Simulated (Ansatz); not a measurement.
# Core levels in a random alloy: ZrAl15 (Zr on 6 % of the Al sites, one arrangement)

Aim: core-level shifts of both metals in ZrAl15 (Zr on 6 % of the Al sites, one arrangement), site by site.

Method: DFT, PBE, plane-wave PAW, default files, scalar-relativistic, in Ansatz 0.2.0.

### Step 1. The starting structure

The structure is cubic, space group Im-3m (No. 229). Conventional cell: a = 8.147 Å, b = 8.147 Å, c = 8.147 Å, α = 90.00°, β = 90.00°, γ = 90.00°. Nearest to Al lie 11 Al at 2.88 Å and 1 Zr at 2.88 Å. Nearest to Al lie 12 Al at 2.88 Å. Nearest to Zr lie 12 Al at 2.88 Å. It derives from Al. How the cell was made: random alloy; site: Al; solute: Zr; fraction 0.0625; sites picked by the rule 'random', which a small cell need not show; lattice typed at the start. Farther neighbours are not listed.

### Step 2. Relaxation

Atoms near a foreign or missing neighbour move off the ideal sites, so they are relaxed first.

Contents of input.yaml:

```yaml
crystal:
  lattice:
    - [-4.0734014674, 4.0734014674, 4.0734014674]
    - [4.0734014674, -4.0734014674, 4.0734014674]
    - [4.0734014674, 4.0734014674, -4.0734014674]
  atoms:
    - { symbol: Al, position: [0.0, 0.25, 0.75] }
    - { symbol: Al, position: [0.0, 0.5, 0.5] }
    - { symbol: Al, position: [0.0, 0.75, 0.25] }
    - { symbol: Al, position: [0.25, 0.0, 0.75] }
    - { symbol: Al, position: [0.0, 0.0, 0.0] }
    - { symbol: Al, position: [0.25, 0.25, 0.5] }
    - { symbol: Al, position: [0.25, 0.5, 0.25] }
    - { symbol: Al, position: [0.5, 0.75, 0.75] }
    - { symbol: Al, position: [0.25, 0.75, 0.0] }
    - { symbol: Al, position: [0.5, 0.0, 0.5] }
    - { symbol: Al, position: [0.5, 0.25, 0.25] }
    - { symbol: Al, position: [0.75, 0.5, 0.75] }
    - { symbol: Zr, position: [0.5, 0.5, 0.0] }
    - { symbol: Al, position: [0.75, 0.75, 0.5] }
    - { symbol: Al, position: [0.75, 0.0, 0.25] }
    - { symbol: Al, position: [0.75, 0.25, 0.0] }
kpoints:
  mp_grid: { grid: [4, 4, 4] }
scf:
  occupations: { method: fermi_dirac, width: 0.08 }
  n_extra_bands: 16
hamiltonian:
  xc: pbe
  pseudopotentials: { kind: paw }
output:
  forces: true
relax:
  f_tol: 0.04
  max_steps: 35
```

Command:

```console
$ ansatz run input.yaml --threads 4 --pin off --max-ram 14336MiB --backend cpu --events-out ev --progress --plain --runs-dir out
```

Numbers of over 12 decimals in the logs are rounded to 6 here.

What it wrote:

```text
scf.n_extra_bands = 16 over 29 filled bands (N_el = 57.0): the run solves 45 bands
Engine: ansatz 0.2.0, x86_64-unknown-linux-gnu
Pseudopotentials: kind: paw
Pseudopotential: Al, paw, valence charge 3, recommended cutoff 420 eV (normal), Al.paw.azcp
Pseudopotential: Zr, paw, valence charge 12, recommended cutoff 420 eV (normal), Zr.paw.azcp
Functional definition: PBE
  parameter kappa = 0.804
  parameter beta = 0.066725
  exchange = pbe_x(kappa = kappa, mu = beta*pi^2/3)
  correlation = pbe_c(beta = beta)
Crystal: 16 atoms, lattice volume = 270.353 Å³
Basis set: ecut = 420 eV, 5281 PW (Γ), exchange–correlation on 96×96×96 points (8 copies of the dense FFT grid, shifted against one another)
Bands: 45, of which v1, the nominal top of the filled ones, is band 29 counted from 1 (28 counted from 0)
Symmetry: 48 space group operations
Space group: Im-3m (ITA 229), of the structure as read, at distance tolerance 6.5e-5 Å
k-points: 8 of 64
Non-local potential: Al, projectors of the file, l = 0: 2, l = 1: 2, l = 2: 1
Non-local potential: Zr, projectors of the file, l = 0: 3, l = 1: 2, l = 2: 2, l = 3: 2
PAW form: soft (Blöchl's): semilocal exchange-correlation on the pseudo side does not see the compensation charge
PAW one-centre angular grid: Al, 110 points (default); XC on 64 Gauss nodes
PAW one-centre angular grid: Zr, 590 points (default); XC on 64 Gauss nodes
Initial density: superposition of atomic densities (neutral atoms: chi_scale 0, normalization atom), corrected by the library's trained network
Initial wavefunctions: pseudopotential atomic-orbital guess
Functional: x = pbe(κ = 0.804, μ = 0.219515), c = pbe(β = 0.066725)
SCF iter   1: F=—  HF=-12247.695558 eV  |F-HF|=—  |Δ(HF+E_count)|=         —  Δρ=2.01e-3  dr2=3.48e-2  ethr=1.77e-3  ⟨swp⟩=6.5  Hψ=1696  notcnv=0  defer=3
preconditioner: auto → Kerker (q_TF=auto, 2.105 Å⁻¹)  [metal: Δε(μ)=0.064 eV  Ē_g=6.393 eV  σ=0.080 eV  W_gap=0.20  n_scr=42 (ndim 8)  ℏωp=15.8 eV  f_vac=0.000  D(μ)=8.49/eV (n_scr^D=54)]
SCF iter   2: F=—  HF=-12247.692422 eV  |F-HF|=—  |Δ(HF+E_count)|=   3.14e-3  Δρ=1.05e-3  dr2=5.33e-3  ethr=6.10e-5  ⟨swp⟩=1.4  Hψ=447  notcnv=0  defer=5
SCF iter   3: F=—  HF=-12247.691712 eV  |F-HF|=—  |Δ(HF+E_count)|=   7.10e-4  Δρ=3.03e-4  dr2=3.79e-4  ethr=9.35e-6  ⟨swp⟩=2.0  Hψ=539  notcnv=0  defer=5
iter 4 did not close the SCF: its close was put off for the readings that it lacked (scf_convergence_deferred on its scf_iter line)
SCF iter   4: F=-12247.691647 eV  HF=-12247.691648 eV  |F-HF|=8.79e-7  |Δ(HF+E_count)|=   6.36e-5  Δρ=4.09e-5  dr2=3.98e-6  ethr=6.65e-7  ⟨swp⟩=2.6  Hψ=567  notcnv=0  defer=5
iter 5 did not close the SCF: its close was put off for the readings that it lacked (scf_convergence_deferred on its scf_iter line)
SCF iter   5: F=-12247.691648 eV  HF=-12247.691648 eV  |F-HF|=2.71e-7  |Δ(HF+E_count)|=   2.39e-7  Δρ=7.20e-6  dr2=3.67e-7  ethr=6.98e-9  ⟨swp⟩=2.5  Hψ=561  notcnv=0  defer=5
SCF iter   6: F=-12247.691648 eV  HF=-12247.691648 eV  |F-HF|=3.83e-8  |Δ(HF+E_count)|=   3.02e-8  Δρ=1.84e-6  dr2=4.21e-8  ethr=6.44e-10  ⟨swp⟩=1.0  Hψ=804  notcnv=0
SCF 1 converged in 6 iterations: F = -12247.691648 eV  dr2 = 4.21e-8
  greatest PAW one-centre occupation: 0.996 electrons in one spin orbital (limit 2), on the Zr atom at site 12 (counted from 0), in its partial waves of l = 0
relax step   1: F+E_penalty+E_count = -12247.69164786 eV  Δ(F+E_penalty+E_count) = +0.000e0 eV  max|allowed force component| = 1.714e-1 eV/Å  Δτ_max = 0.0000 Å  (6 SCF iters, dr2 threshold 4.00e-5 eV, accepted)
Initial density: handed on by an earlier stage of this run
Initial wavefunctions: those handed on with the density
iter 1 solved again at ethr=7.43e-4 eV; its pass at ethr=3.10e-3 eV (dr2=4.23e-1 eV) is discarded
SCF iter   1: F=—  HF=-12247.769710 eV  |F-HF|=—  |Δ(HF+E_count)|=         —  Δρ=4.98e-3  dr2=4.31e-1  ethr=7.43e-4  ⟨swp⟩=1.1  Hψ=1268  notcnv=0  defer=16
preconditioner: auto → Kerker (q_TF=auto, 2.105 Å⁻¹)  [metal: Δε(μ)=0.148 eV  Ē_g=6.401 eV  σ=0.080 eV  W_gap=0.38  n_scr=42 (ndim 8)  ℏωp=15.8 eV  f_vac=0.000  D(μ)=8.35/eV (n_scr^D=54)]
SCF iter   2: F=—  HF=-12247.718480 eV  |F-HF|=—  |Δ(HF+E_count)|=   5.12e-2  Δρ=1.50e-3  dr2=2.22e-2  ethr=7.43e-4  ⟨swp⟩=2.0  Hψ=481  notcnv=0  defer=16
SCF iter   3: F=—  HF=-12247.714648 eV  |F-HF|=—  |Δ(HF+E_count)|=   3.83e-3  Δρ=7.46e-4  dr2=4.54e-3  ethr=3.89e-5  ⟨swp⟩=1.1  Hψ=345  notcnv=0  defer=16
SCF iter   4: F=—  HF=-12247.713589 eV  |F-HF|=—  |Δ(HF+E_count)|=   1.06e-3  Δρ=1.21e-4  dr2=5.86e-5  ethr=7.96e-6  ⟨swp⟩=2.8  Hψ=553  notcnv=0  defer=16
SCF iter   5: F=—  HF=-12247.713798 eV  |F-HF|=—  |Δ(HF+E_count)|=   2.09e-4  Δρ=3.76e-5  dr2=1.15e-5  ethr=1.03e-7  ⟨swp⟩=2.0  Hψ=583  notcnv=0  defer=16
SCF iter   6: F=-12247.713797 eV  HF=-12247.713797 eV  |F-HF|=9.59e-9  |Δ(HF+E_count)|=   1.67e-6  Δρ=3.95e-6  dr2=4.44e-8  ethr=3.22e-9  ⟨swp⟩=2.9  Hψ=1165  notcnv=0
SCF 2 converged in 6 iterations: F = -12247.713797 eV  dr2 = 4.44e-8
relax step   2: F+E_penalty+E_count = -12247.71379654 eV  Δ(F+E_penalty+E_count) = -2.215e-2 eV  max|allowed force component| = 1.103e-1 eV/Å  Δτ_max = 0.0451 Å  (6 SCF iters, dr2 threshold 1.84e-6 eV, accepted)
SCF iter   1: F=—  HF=-12247.738487 eV  |F-HF|=—  |Δ(HF+E_count)|=         —  Δρ=1.89e-3  dr2=6.17e-2  ethr=1.13e-3  ⟨swp⟩=2.6  Hψ=722  notcnv=0  defer=16
preconditioner: auto → Kerker (q_TF=auto, 2.105 Å⁻¹)  [metal: Δε(μ)=0.088 eV  Ē_g=6.382 eV  σ=0.080 eV  W_gap=0.26  n_scr=42 (ndim 8)  ℏωp=15.8 eV  f_vac=0.000  D(μ)=8.47/eV (n_scr^D=54)]
SCF iter   2: F=—  HF=-12247.731197 eV  |F-HF|=—  |Δ(HF+E_count)|=   7.29e-3  Δρ=5.92e-4  dr2=3.56e-3  ethr=1.08e-4  ⟨swp⟩=1.4  Hψ=429  notcnv=0  defer=16
SCF iter   3: F=—  HF=-12247.730559 eV  |F-HF|=—  |Δ(HF+E_count)|=   6.38e-4  Δρ=2.92e-4  dr2=7.93e-4  ethr=6.24e-6  ⟨swp⟩=1.1  Hψ=359  notcnv=0  defer=16
SCF iter   4: F=—  HF=-12247.730376 eV  |F-HF|=—  |Δ(HF+E_count)|=   1.83e-4  Δρ=4.41e-5  dr2=4.26e-6  ethr=1.39e-6  ⟨swp⟩=2.5  Hψ=553  notcnv=0  defer=16
SCF iter   5: F=—  HF=-12247.730716 eV  |F-HF|=—  |Δ(HF+E_count)|=   3.39e-4  Δρ=1.02e-5  dr2=4.28e-7  ethr=7.48e-9  ⟨swp⟩=2.0  Hψ=581  notcnv=0  defer=16
SCF iter   6: F=-12247.730715 eV  HF=-12247.730715 eV  |F-HF|=1.02e-8  |Δ(HF+E_count)|=   7.45e-8  Δρ=1.66e-6  dr2=1.34e-8  ethr=1.75e-10  ⟨swp⟩=4.1  Hψ=978  notcnv=0
SCF 3 converged in 6 iterations: F = -12247.730715 eV  dr2 = 1.34e-8
relax step   3: F+E_penalty+E_count = -12247.73071547 eV  Δ(F+E_penalty+E_count) = -1.692e-2 eV  max|allowed force component| = 3.894e-3 eV/Å  Δτ_max = 0.0174 Å  (6 SCF iters, accepted)
SCF converged after 6 iterations
Free energy (F): -12247.730715 eV
Harris-Foulkes:  -12247.730715 eV  (|F-HF|=1.02e-8)
Internal energy: -12247.559870 eV  (E = F + TS)
E sigma→0 (E₀):  -12247.645293 eV
Entropy (-TS):   -0.170845 eV (-10.678 meV/atom)
Fermi energy:    8.378174 eV
--- Per-component energies (eV) ---
  E_band       = 19.977719
  E_kinetic    = 675.177408
  E_local      = -993.419249  (includes V_loc(G=0)·N_el)
  E_nonlocal   = 235.874514
  E_hartree    = 431.908074
  E_xc         = -757.926894
  E_vxc        = -625.703620  (∫ρ·V_xc dr)
  E_paw        = -9964.518558  (= ΣΔE_a)
  E_vpaw       = -135.763693  (= ΣTr[D̂ρ^β])
  E_aug_tail   = -0.000008  (compensation charges beyond the density's cutoff)
  E_ewald      = -1874.655157
  E_smearing   = -0.170845  (= −TS)
  E_closure    = 0.000000  (closes the sum)
  Σ components = -12247.730715   (vs F -12247.730715, Δ=0.00e0)
--- Forces (eV/Å), atoms counted from 1 ---
  atom   1  Al    -0.00000000     0.00389386     0.00389386
  atom   2  Al     0.00000000    -0.00000000     0.00000000
  atom   3  Al     0.00000000    -0.00389386    -0.00389386
  atom   4  Al     0.00389386    -0.00000000     0.00389386
  atom   5  Al     0.00000000    -0.00000000     0.00000000
  atom   6  Al     0.00389386     0.00389386    -0.00000000
  atom   7  Al    -0.00389386     0.00000000     0.00389386
  atom   8  Al     0.00000000     0.00389386    -0.00389386
  atom   9  Al    -0.00389386     0.00389386     0.00000000
  atom  10  Al     0.00000000    -0.00000000     0.00000000
  atom  11  Al    -0.00000000    -0.00389386     0.00389386
  atom  12  Al     0.00389386    -0.00000000    -0.00389386
  atom  13  Zr    -0.00000000    -0.00000000    -0.00000000
  atom  14  Al    -0.00389386    -0.00389386     0.00000000
  atom  15  Al    -0.00389386     0.00000000    -0.00389386
  atom  16  Al     0.00389386    -0.00389386     0.00000000
  max |Σ_I F_I| component: 1.33e-17 eV/Å
--- Relaxed structure (3 steps of the walk, 3 accepted, 0 SCFs on fresh bases) ---
  F+E_penalty+E_count = -12247.73071547 eV   max|allowed force component| = 3.894e-3 eV/Å
  atoms:
    - { symbol: Al, position: [-0.00481038, 0.247595, 0.747595] }
    - { symbol: Al, position: [1.8631640578856975e-19, 0.500000, 0.500000] }
    - { symbol: Al, position: [0.00481038, 0.752405, 0.252405] }
    - { symbol: Al, position: [0.247595, -0.00481038, 0.747595] }
    - { symbol: Al, position: [1.8631640578856931e-19, 0, 0] }
    - { symbol: Al, position: [0.247595, 0.247595, 0.495190] }
    - { symbol: Al, position: [0.247595, 0.5, 0.252405] }
    - { symbol: Al, position: [0.5, 0.752405, 0.747595] }
    - { symbol: Al, position: [0.247595, 0.752405, 0.0] }
    - { symbol: Al, position: [0.500000, 0, 0.500000] }
    - { symbol: Al, position: [0.5, 0.247595, 0.252405] }
    - { symbol: Al, position: [0.752405, 0.5, 0.747595] }
    - { symbol: Zr, position: [0.500000, 0.500000, 0] }
    - { symbol: Al, position: [0.752405, 0.752405, 0.504810] }
    - { symbol: Al, position: [0.752405, 0.00481038, 0.252405] }
    - { symbol: Al, position: [0.752405, 0.247595, 0.0] }
```

It took 10 s on 4 threads of Intel Xeon at 2.50GHz (Skylake/Cascade Lake), shared host; peak memory 0.73 GiB.

Relaxation path:

```csv
step,energy less that of the first step (eV),largest force component (eV/Å)
1,0.0000,0.1714
2,-0.0221,0.1103
3,-0.0391,0.0039
```

The run keeps the 48 symmetry operations that it works with, so distortions that break them were not tested.

The atoms that moved most (Å):

```csv
atom,dx,dy,dz,length
Al8,0.000,-0.020,0.020,0.028
Al12,-0.020,0.000,0.020,0.028
Al9,0.020,-0.020,0.000,0.028
Al6,-0.020,-0.020,0.000,0.028
Al16,-0.020,0.020,0.000,0.028
Al7,0.020,0.000,-0.020,0.028
Al1,0.000,-0.020,-0.020,0.028
Al3,0.000,0.020,0.020,0.028
```

This step gave:

* free energy: -12247.7307 eV
* energy at zero smearing: -12247.6453 eV
* smearing term TS: 0.1708 eV
* Fermi energy: 8.378 eV
* symmetry operations: 48

The relaxation ends 2.4 meV an atom lower, with a largest force component of 0.0039 eV/Å.

(Continued in part 2 of 3.)

[Logs are printed without paths, hosts, clocks, repeated set-up lines and the standing remarks that a program may print on its own settings, such as how far it seeks lower states.]

[Hosts, paths, dates, database ids (printed as entryN), source tags and the programs' standing remarks are cut or masked in the printed files.]

[Maps of the electrostatic potential energy from Ansatz leave out the sawtooth potential of an applied field or a dipole correction, so their vacuum need not be flat; work functions include it.]
